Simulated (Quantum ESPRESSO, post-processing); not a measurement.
# Y(0001), 4 layers: parallel layout and speed, part 3 of 3

Wanted: time, iterations and memory of Y(0001), 4 layers by layout of ranks, pools and threads.

Quantum ESPRESSO 7.5; plane-wave DFT, PBE, SSSP efficiency pseudopotentials.

So far. Step 5 (Self-consistent run: 2 ranks, 2 pools, 2 threads a rank): Counted from each run's own zero (the Fermi level), the vacuum level differs from the first run's by -2 meV. Step 6 (SCF with pw.x: 2 ranks, 1 pool, 2 threads a rank): Counted from each run's own zero (the Fermi level), the vacuum level differs from the first run's by +1 meV.

## Step 7: Self-consistent run: 1 rank, 1 pool, 4 threads a rank

The input, c5.in:

```
&control
  prefix = 'c5'
  outdir = './out'
  pseudo_dir = './pseudo'
  calculation = 'scf'
  tprnfor = .true.
/
&system
  ibrav = 0
  nat = 4
  ntyp = 1
  ecutwfc = 45
  ecutrho = 360
  occupations = 'smearing'
  smearing = 'mv'
  degauss = 0.02
  assume_isolated = 'esm'
  esm_bc = 'bc1'
/
&electrons
  conv_thr = 1e-07
  mixing_beta = 0.4
  electron_maxstep = 120
  mixing_mode = 'local-TF'
/
ATOMIC_SPECIES
  Y   88.9058  Y_pbe_v1.uspp.F.UPF
CELL_PARAMETERS angstrom
  3.65000000000000 0.00000000000000 0.00000000000000
  1.82500000000000 3.16099272381320 0.00000000000000
  0.00000000000000 0.00000000000000 24.60122500000000
ATOMIC_POSITIONS crystal
  Y   0.666666666700 0.666666666700 -0.174812941225
  Y   0.000000000000 0.000000000000 -0.058270980408
  Y   0.666666666700 0.666666666700 0.058270980408
  Y   0.000000000000 0.000000000000 0.174812941225
K_POINTS automatic
  6 6 1 0 0 0
```

Launch:

```bash
$ OMP_NUM_THREADS=4 pw.x -nk 1 -in c5.in > c5.out
```

Log:

```text
[banner, memory and clock lines left out]
Program PWSCF v.7.5 starts
[...]
Message from routine setup:
[...]
number of electrons       =        44.00
     number of Kohn-Sham states=           26
     kinetic-energy cutoff     =      45.0000  Ry
     charge density cutoff     =     360.0000  Ry
[...]
number of k points=     7  Marzari-Vanderbilt smearing, width (Ry)=  0.0200
[...]
Dense  grid:   220685 G-vectors     FFT dimensions: (  45,  45, 288)
[...]
negative rho (up, down):  1.715E-01 0.000E+00
     Starting wfcs are   52 randomized atomic wfcs
[...]
negative rho (up, down):  1.704E-01 0.000E+00
[...]
estimated scf accuracy    <       1.86774350 Ry
[...]
negative rho (up, down):  1.679E-01 0.000E+00
[...]
estimated scf accuracy    <       1.13056505 Ry
[...]
negative rho (up, down):  1.703E-01 0.000E+00
[...]
estimated scf accuracy    <       0.13349135 Ry
[...]
negative rho (up, down):  1.705E-01 0.000E+00
[...]
estimated scf accuracy    <       0.15411142 Ry
[...]
negative rho (up, down):  1.710E-01 0.000E+00
[...]
estimated scf accuracy    <       0.02939575 Ry
[...]
negative rho (up, down):  1.709E-01 0.000E+00
[...]
estimated scf accuracy    <       0.02718357 Ry
[...]
negative rho (up, down):  1.707E-01 0.000E+00
[...]
estimated scf accuracy    <       0.05258267 Ry
[...]
negative rho (up, down):  1.708E-01 0.000E+00
[...]
estimated scf accuracy    <       0.06534929 Ry
[...]
negative rho (up, down):  1.732E-01 0.000E+00
[...]
estimated scf accuracy    <       0.00610302 Ry
[...]
negative rho (up, down):  1.716E-01 0.000E+00
[...]
estimated scf accuracy    <       0.12297053 Ry
[...]
negative rho (up, down):  1.727E-01 0.000E+00
[...]
estimated scf accuracy    <       0.01352123 Ry
[...]
negative rho (up, down):  1.719E-01 0.000E+00
[...]
estimated scf accuracy    <       0.00453281 Ry
[...]
negative rho (up, down):  1.713E-01 0.000E+00
[...]
estimated scf accuracy    <       0.00086530 Ry
[...]
negative rho (up, down):  1.714E-01 0.000E+00
[...]
estimated scf accuracy    <       0.00461630 Ry
[...]
negative rho (up, down):  1.714E-01 0.000E+00
[...]
estimated scf accuracy    <       0.00127839 Ry
[...]
negative rho (up, down):  1.715E-01 0.000E+00
[...]
estimated scf accuracy    <       0.00132665 Ry
[...]
negative rho (up, down):  1.715E-01 0.000E+00
[...]
estimated scf accuracy    <       0.00109847 Ry
[...]
negative rho (up, down):  1.715E-01 0.000E+00
[...]
estimated scf accuracy    <       0.00005199 Ry
[...]
negative rho (up, down):  1.715E-01 0.000E+00
[...]
estimated scf accuracy    <       0.00001376 Ry
[...]
negative rho (up, down):  1.715E-01 0.000E+00
[...]
estimated scf accuracy    <       0.00003472 Ry
[...]
negative rho (up, down):  1.715E-01 0.000E+00
[...]
estimated scf accuracy    <       0.00007371 Ry
[...]
negative rho (up, down):  1.715E-01 0.000E+00
[...]
estimated scf accuracy    <       0.00004294 Ry
[...]
negative rho (up, down):  1.715E-01 0.000E+00
[...]
estimated scf accuracy    <       0.00000319 Ry
[...]
negative rho (up, down):  1.714E-01 0.000E+00
[...]
estimated scf accuracy    <       0.00000429 Ry
[...]
negative rho (up, down):  1.714E-01 0.000E+00
[...]
estimated scf accuracy    <       0.00000073 Ry
[...]
negative rho (up, down):  1.714E-01 0.000E+00
[...]
estimated scf accuracy    <       0.00000049 Ry
[...]
negative rho (up, down):  1.715E-01 0.000E+00
[...]
estimated scf accuracy    <       0.00000072 Ry
[...]
negative rho (up, down):  1.715E-01 0.000E+00
[...]
estimated scf accuracy    <       0.00000085 Ry
[...]
negative rho (up, down):  1.714E-01 0.000E+00
[...]
estimated scf accuracy    <       0.00000046 Ry
[...]
negative rho (up, down):  1.714E-01 0.000E+00
[...]
estimated scf accuracy    <       0.00000024 Ry
[...]
negative rho (up, down):  1.715E-01 0.000E+00
[...]
estimated scf accuracy    <       0.00000083 Ry
[...]
negative rho (up, down):  1.715E-01 0.000E+00
[...]
estimated scf accuracy    <       0.00000042 Ry
[...]
negative rho (up, down):  1.715E-01 0.000E+00
[...]
estimated scf accuracy    <       0.00000027 Ry
[...]
negative rho (up, down):  1.715E-01 0.000E+00
[...]
estimated scf accuracy    <       0.00000035 Ry
[...]
negative rho (up, down):  1.715E-01 0.000E+00
[...]
the Fermi energy is    -3.3122 ev
!    total energy              =    -349.88859237 Ry
     estimated scf accuracy    <       0.00000007 Ry
     smearing contrib. (-TS)   =      -0.00410846 Ry
     internal energy E=F+TS    =    -349.88448391 Ry
[...]
one-electron contribution =    4088.67588156 Ry
     hartree contribution      =   -2054.90735859 Ry
     xc contribution           =     -87.47056286 Ry
     ewald contribution        =   -2296.18244402 Ry
     convergence has been achieved in  35 iterations
     negative rho (up, down):  1.715E-01 0.000E+00
[...]
Total force =     0.014599     Total SCF correction =     0.001394
[...]
```

Wall time 4 min (1 MPI rank of Intel Xeon Platinum 8259CL at 2.50GHz (Skylake/Cascade Lake), shared host); peak memory 0.82 GiB.

This step gave:

* Fermi energy: -3.312 eV
* vacuum line at the lower end of the cell, over the Fermi level: 3.312 eV
* vacuum line at the upper end of the cell, over the Fermi level: 3.312 eV

The program's own clock; routines nest. Time by routine:

```
  routine  wall time (s)  calls
    PWSCF          237.8      1
electrons          228.2      1
  c_bands          126.3     35
  cegterg          119.6    245
     fftw          114.5  42206
    h_psi          112.9   1789
 vloc_psi          108.7   1789
 sum_band          52.81     35
     newd          31.59     36
  mix_rho          10.02     35
 v_of_rho           7.91     36
 init_run           7.65      1
     ffts           3.93   3685
  wfcinit           3.26      1
```

Counted from each run's own zero (the Fermi level), the vacuum level differs from the first run's by +0 meV.

## Step 8: Ground state: 2 ranks, 2 pools, 1 thread a rank

c6.in, as its differences from the input of step 7:

```diff
@@ -1,3 +1,3 @@
 &control
-  prefix = 'c5'
+  prefix = 'c6'
   outdir = './out'
```

Launch:

```bash
$ OMP_NUM_THREADS=1 mpirun -n 2 pw.x -nk 2 -in c6.in > c6.out
```

Log:

```text
[banner, memory and clock lines left out]
Program PWSCF v.7.5 starts
[...]
Message from routine setup:
[...]
number of electrons       =        44.00
     number of Kohn-Sham states=           26
     kinetic-energy cutoff     =      45.0000  Ry
     charge density cutoff     =     360.0000  Ry
[...]
number of k points=     7  Marzari-Vanderbilt smearing, width (Ry)=  0.0200
[...]
Dense  grid:   220685 G-vectors     FFT dimensions: (  45,  45, 288)
[...]
negative rho (up, down):  1.715E-01 0.000E+00
     Starting wfcs are   52 randomized atomic wfcs
[...]
negative rho (up, down):  1.704E-01 0.000E+00
[...]
estimated scf accuracy    <       1.87298724 Ry
[...]
negative rho (up, down):  1.680E-01 0.000E+00
[...]
estimated scf accuracy    <       1.12982077 Ry
[...]
negative rho (up, down):  1.702E-01 0.000E+00
[...]
estimated scf accuracy    <       0.13036114 Ry
[...]
negative rho (up, down):  1.705E-01 0.000E+00
[...]
estimated scf accuracy    <       0.11517991 Ry
[...]
negative rho (up, down):  1.709E-01 0.000E+00
[...]
estimated scf accuracy    <       0.02629880 Ry
[...]
negative rho (up, down):  1.710E-01 0.000E+00
[...]
estimated scf accuracy    <       0.02954105 Ry
[...]
negative rho (up, down):  1.708E-01 0.000E+00
[...]
estimated scf accuracy    <       0.04775971 Ry
[...]
negative rho (up, down):  1.711E-01 0.000E+00
[...]
estimated scf accuracy    <       0.09388488 Ry
[...]
negative rho (up, down):  1.750E-01 0.000E+00
[...]
estimated scf accuracy    <       0.00762780 Ry
[...]
negative rho (up, down):  1.716E-01 0.000E+00
[...]
estimated scf accuracy    <       0.08543637 Ry
[...]
negative rho (up, down):  1.726E-01 0.000E+00
[...]
estimated scf accuracy    <       0.01996529 Ry
[...]
negative rho (up, down):  1.718E-01 0.000E+00
[...]
estimated scf accuracy    <       0.00124028 Ry
[...]
negative rho (up, down):  1.716E-01 0.000E+00
[...]
estimated scf accuracy    <       0.00550566 Ry
[...]
negative rho (up, down):  1.720E-01 0.000E+00
[...]
estimated scf accuracy    <       0.01032773 Ry
[...]
negative rho (up, down):  1.715E-01 0.000E+00
[...]
estimated scf accuracy    <       0.00175744 Ry
[...]
negative rho (up, down):  1.715E-01 0.000E+00
[...]
estimated scf accuracy    <       0.00688831 Ry
[...]
negative rho (up, down):  1.713E-01 0.000E+00
[...]
estimated scf accuracy    <       0.00110400 Ry
[...]
negative rho (up, down):  1.714E-01 0.000E+00
[...]
estimated scf accuracy    <       0.00241679 Ry
[...]
negative rho (up, down):  1.714E-01 0.000E+00
[...]
estimated scf accuracy    <       0.00000459 Ry
[...]
negative rho (up, down):  1.714E-01 0.000E+00
[...]
estimated scf accuracy    <       0.00007568 Ry
[...]
negative rho (up, down):  1.714E-01 0.000E+00
[...]
estimated scf accuracy    <       0.00009082 Ry
[...]
negative rho (up, down):  1.714E-01 0.000E+00
[...]
estimated scf accuracy    <       0.00010443 Ry
[...]
negative rho (up, down):  1.714E-01 0.000E+00
[...]
estimated scf accuracy    <       0.00004580 Ry
[...]
negative rho (up, down):  1.714E-01 0.000E+00
[...]
estimated scf accuracy    <       0.00001731 Ry
[...]
negative rho (up, down):  1.715E-01 0.000E+00
[...]
estimated scf accuracy    <       0.00001784 Ry
[...]
negative rho (up, down):  1.715E-01 0.000E+00
[...]
estimated scf accuracy    <       0.00001041 Ry
[...]
negative rho (up, down):  1.715E-01 0.000E+00
[...]
estimated scf accuracy    <       0.00000576 Ry
[...]
negative rho (up, down):  1.715E-01 0.000E+00
[...]
estimated scf accuracy    <       0.00000014 Ry
[...]
negative rho (up, down):  1.715E-01 0.000E+00
[...]
estimated scf accuracy    <       0.00000316 Ry
[...]
negative rho (up, down):  1.715E-01 0.000E+00
[...]
estimated scf accuracy    <       0.00000202 Ry
[...]
negative rho (up, down):  1.715E-01 0.000E+00
[...]
estimated scf accuracy    <       0.00000176 Ry
[...]
negative rho (up, down):  1.715E-01 0.000E+00
[...]
estimated scf accuracy    <       0.00000199 Ry
[...]
negative rho (up, down):  1.715E-01 0.000E+00
[...]
estimated scf accuracy    <       0.00000024 Ry
[...]
negative rho (up, down):  1.715E-01 0.000E+00
[...]
estimated scf accuracy    <       0.00000011 Ry
[...]
negative rho (up, down):  1.715E-01 0.000E+00
[...]
estimated scf accuracy    <       0.00000013 Ry
[...]
negative rho (up, down):  1.715E-01 0.000E+00
[...]
estimated scf accuracy    <       0.00000075 Ry
[...]
negative rho (up, down):  1.715E-01 0.000E+00
[...]
estimated scf accuracy    <       0.00000100 Ry
[...]
negative rho (up, down):  1.715E-01 0.000E+00
[...]
the Fermi energy is    -3.3099 ev
!    total energy              =    -349.88859236 Ry
     estimated scf accuracy    <       0.00000009 Ry
     smearing contrib. (-TS)   =      -0.00410795 Ry
     internal energy E=F+TS    =    -349.88448441 Ry
[...]
one-electron contribution =    4088.67172132 Ry
     hartree contribution      =   -2054.90308645 Ry
     xc contribution           =     -87.47067525 Ry
     ewald contribution        =   -2296.18244402 Ry
     convergence has been achieved in  38 iterations
     negative rho (up, down):  1.715E-01 0.000E+00
[...]
Total force =     0.015518     Total SCF correction =     0.001766
[...]
```

Elapsed: 2.6 min, on 2 MPI ranks; peak memory 0.95 GiB.

Read from the output:

- Fermi energy: -3.310 eV
- vacuum line at the lower end of the cell, over the Fermi level: 3.310 eV
- vacuum line at the upper end of the cell, over the Fermi level: 3.310 eV

The program's own clock; routines nest. Time by routine:

| routine | wall time (s) | calls |
| --- | --- | --- |
| PWSCF | 158 | 1 |
| electrons | 151.9 | 1 |
| c_bands | 66.28 | 38 |
| cegterg | 57.06 | 152 |
| h_psi | 43.38 | 1113 |
| vloc_psi | 36.57 | 1113 |
| fftw | 35.54 | 28140 |
| sum_band | 30.75 | 38 |
| mix_rho | 22.65 | 38 |
| newd | 18.69 | 39 |
| v_of_rho | 13.3 | 39 |
| ffts | 8.76 | 4072 |
| fft | 6.35 | 516 |
| init_run | 4.62 | 1 |

Counted from each run's own zero (the Fermi level), the vacuum level differs from the first run's by -2 meV.

## Step 9: SCF with pw.x: 1 rank, 1 pool, 1 thread a rank

c7.in, as its differences from the input of step 8:

```diff
@@ -1,3 +1,3 @@
 &control
-  prefix = 'c6'
+  prefix = 'c7'
   outdir = './out'
```

Launch:

```bash
$ OMP_NUM_THREADS=1 pw.x -nk 1 -in c7.in > c7.out
```

Log:

```text
[banner, memory and clock lines left out]
Program PWSCF v.7.5 starts
[...]
Message from routine setup:
[...]
number of electrons       =        44.00
     number of Kohn-Sham states=           26
     kinetic-energy cutoff     =      45.0000  Ry
     charge density cutoff     =     360.0000  Ry
[...]
number of k points=     7  Marzari-Vanderbilt smearing, width (Ry)=  0.0200
[...]
Dense  grid:   220685 G-vectors     FFT dimensions: (  45,  45, 288)
[...]
negative rho (up, down):  1.715E-01 0.000E+00
     Starting wfcs are   52 randomized atomic wfcs
[...]
negative rho (up, down):  1.704E-01 0.000E+00
[...]
estimated scf accuracy    <       1.86774350 Ry
[...]
negative rho (up, down):  1.679E-01 0.000E+00
[...]
estimated scf accuracy    <       1.13056505 Ry
[...]
negative rho (up, down):  1.703E-01 0.000E+00
[...]
estimated scf accuracy    <       0.13349135 Ry
[...]
negative rho (up, down):  1.705E-01 0.000E+00
[...]
estimated scf accuracy    <       0.15411142 Ry
[...]
negative rho (up, down):  1.710E-01 0.000E+00
[...]
estimated scf accuracy    <       0.02939575 Ry
[...]
negative rho (up, down):  1.709E-01 0.000E+00
[...]
estimated scf accuracy    <       0.02718357 Ry
[...]
negative rho (up, down):  1.707E-01 0.000E+00
[...]
estimated scf accuracy    <       0.05258267 Ry
[...]
negative rho (up, down):  1.708E-01 0.000E+00
[...]
estimated scf accuracy    <       0.06534929 Ry
[...]
negative rho (up, down):  1.732E-01 0.000E+00
[...]
estimated scf accuracy    <       0.00610302 Ry
[...]
negative rho (up, down):  1.716E-01 0.000E+00
[...]
estimated scf accuracy    <       0.12297057 Ry
[...]
negative rho (up, down):  1.727E-01 0.000E+00
[...]
estimated scf accuracy    <       0.01352115 Ry
[...]
negative rho (up, down):  1.719E-01 0.000E+00
[...]
estimated scf accuracy    <       0.00453292 Ry
[...]
negative rho (up, down):  1.713E-01 0.000E+00
[...]
estimated scf accuracy    <       0.00086524 Ry
[...]
negative rho (up, down):  1.714E-01 0.000E+00
[...]
estimated scf accuracy    <       0.00463118 Ry
[...]
negative rho (up, down):  1.715E-01 0.000E+00
[...]
estimated scf accuracy    <       0.00131058 Ry
[...]
negative rho (up, down):  1.715E-01 0.000E+00
[...]
estimated scf accuracy    <       0.00131115 Ry
[...]
negative rho (up, down):  1.715E-01 0.000E+00
[...]
estimated scf accuracy    <       0.00110787 Ry
[...]
negative rho (up, down):  1.715E-01 0.000E+00
[...]
estimated scf accuracy    <       0.00026330 Ry
[...]
negative rho (up, down):  1.715E-01 0.000E+00
[...]
estimated scf accuracy    <       0.00000251 Ry
[...]
negative rho (up, down):  1.715E-01 0.000E+00
[...]
estimated scf accuracy    <       0.00003288 Ry
[...]
negative rho (up, down):  1.715E-01 0.000E+00
[...]
estimated scf accuracy    <       0.00001909 Ry
[...]
negative rho (up, down):  1.715E-01 0.000E+00
[...]
estimated scf accuracy    <       0.00003696 Ry
[...]
negative rho (up, down):  1.715E-01 0.000E+00
[...]
estimated scf accuracy    <       0.00000283 Ry
[...]
negative rho (up, down):  1.715E-01 0.000E+00
[...]
estimated scf accuracy    <       0.00000050 Ry
[...]
negative rho (up, down):  1.715E-01 0.000E+00
[...]
estimated scf accuracy    <       0.00000048 Ry
[...]
negative rho (up, down):  1.715E-01 0.000E+00
[...]
estimated scf accuracy    <       0.00000014 Ry
[...]
negative rho (up, down):  1.715E-01 0.000E+00
[...]
the Fermi energy is    -3.3107 ev
!    total energy              =    -349.88859236 Ry
     estimated scf accuracy    <       0.00000002 Ry
     smearing contrib. (-TS)   =      -0.00410881 Ry
     internal energy E=F+TS    =    -349.88448356 Ry
[...]
one-electron contribution =    4088.68848164 Ry
     hartree contribution      =   -2054.91995948 Ry
     xc contribution           =     -87.47056169 Ry
     ewald contribution        =   -2296.18244402 Ry
     convergence has been achieved in  27 iterations
     negative rho (up, down):  1.715E-01 0.000E+00
[...]
Total force =     0.014811     Total SCF correction =     0.000562
[...]
```

It took 3 min on 1 MPI rank; peak memory 0.81 GiB.

Numbers from this step:

| Property | Result |
| --- | --- |
| Fermi energy | -3.311 eV |
| vacuum line at the lower end of the cell, over the Fermi level | 3.311 eV |
| vacuum line at the upper end of the cell, over the Fermi level | 3.311 eV |

The program's own clock; routines nest. Time by routine:

| routine | wall time (s) | calls |
| --- | --- | --- |
| PWSCF | 179.4 | 1 |
| electrons | 171.5 | 1 |
| c_bands | 80.36 | 27 |
| cegterg | 75.35 | 193 |
| h_psi | 57.19 | 1575 |
| vloc_psi | 48.01 | 1575 |
| fftw | 45.98 | 36812 |
| sum_band | 40.47 | 27 |
| newd | 26.51 | 28 |
| mix_rho | 15.37 | 27 |
| v_of_rho | 9.43 | 28 |
| ffts | 6.03 | 2685 |
| calbec | 5.97 | 1792 |
| init_run | 5.7 | 1 |

Counted from each run's own zero (the Fermi level), the vacuum level differs from the first run's by -1 meV.

## Step 10: The series side by side

All levels:

```csv
level,vacuum level over the Fermi level (eV),its change from the first (meV),energy from the first (meV an atom),SCF iterations,wall time (s),peak memory (GiB),CPU time (s)
"4 ranks, 4 pools, 1 thread a rank",3.312,0,0,31,87.66,1.23,349.6
"4 ranks, 2 pools, 1 thread a rank",3.311,-1.1,0.002177,29,66.46,1,264.9
"4 ranks, 1 pool, 1 thread a rank",3.311,-0.9,-1.36e-4,24,50.84,0.97,202.4
"2 ranks, 2 pools, 2 threads a rank",3.31,-2.4,3.40e-5,26,126.1,0.96,308.5
"2 ranks, 1 pool, 2 threads a rank",3.313,1.1,-1.36e-4,29,89.99,0.89,241.7
"1 rank, 1 pool, 4 threads a rank",3.312,0,-3.74e-4,35,238.5,0.82,433.2
"2 ranks, 2 pools, 1 thread a rank",3.31,-2.3,-3.40e-4,38,158.7,0.95,316.9
"1 rank, 1 pool, 1 thread a rank",3.311,-1.5,-3.40e-4,27,180,0.81,179.8
```

## Step 11: A check by hand

Efficiency = (t₁ n₁)/(t₂ n₂) an iteration = (180.0/27 × 1) / (50.8/24 × 4) = 0.79.

## Step 12: What came out

| Quantity | Value |
| --- | --- |
| fastest | 4 ranks, 1 pool, 1 thread a rank: 51 s, 24 iterations |
| slowest that converged | 1 rank, 1 pool, 4 threads a rank: 4 min, 35 iterations |
| largest change of the vacuum level | 2 meV |

The fastest choice is 4 ranks, 1 pool, 1 thread a rank: 51 s, 24 iterations. From 1 to 4 cores the time an iteration falls from 6.7 to 2.1 s, a parallel efficiency of 79 % by this measure and of 89 % in wall time; iterations differ in number and cost. On all 4 cores the layouts span 2.1 s (4 ranks, 1 pool, 1 thread a rank) to 6.8 s an iteration (1 rank, 1 pool, 4 threads a rank), and 0.82 to 1.2 GiB. Some layouts with several threads a rank ran hardly faster than one core, or slower; the cause (binding, or neighbours on the host) was not examined. The vacuum level differs by up to 3 meV between layouts, the slack that the SCF threshold leaves. Iteration counts run from 24 to 38 with the layout alone. The times come from a shared host and are rough. Peak memory is sampled during the run and can miss the peak. The geometry is as built, not relaxed.

[Logs are printed without paths, hosts, clocks, repeated set-up lines and the standing remarks that a program may print on its own settings, such as how far it seeks lower states.]

[Hosts, paths, dates, database ids (printed as entryN), source tags and the programs' standing remarks are cut or masked in the printed files.]

[Maps of the electrostatic potential energy from Ansatz leave out the sawtooth potential of an applied field or a dipole correction, so their vacuum need not be flat; planar profiles and work functions include it.]
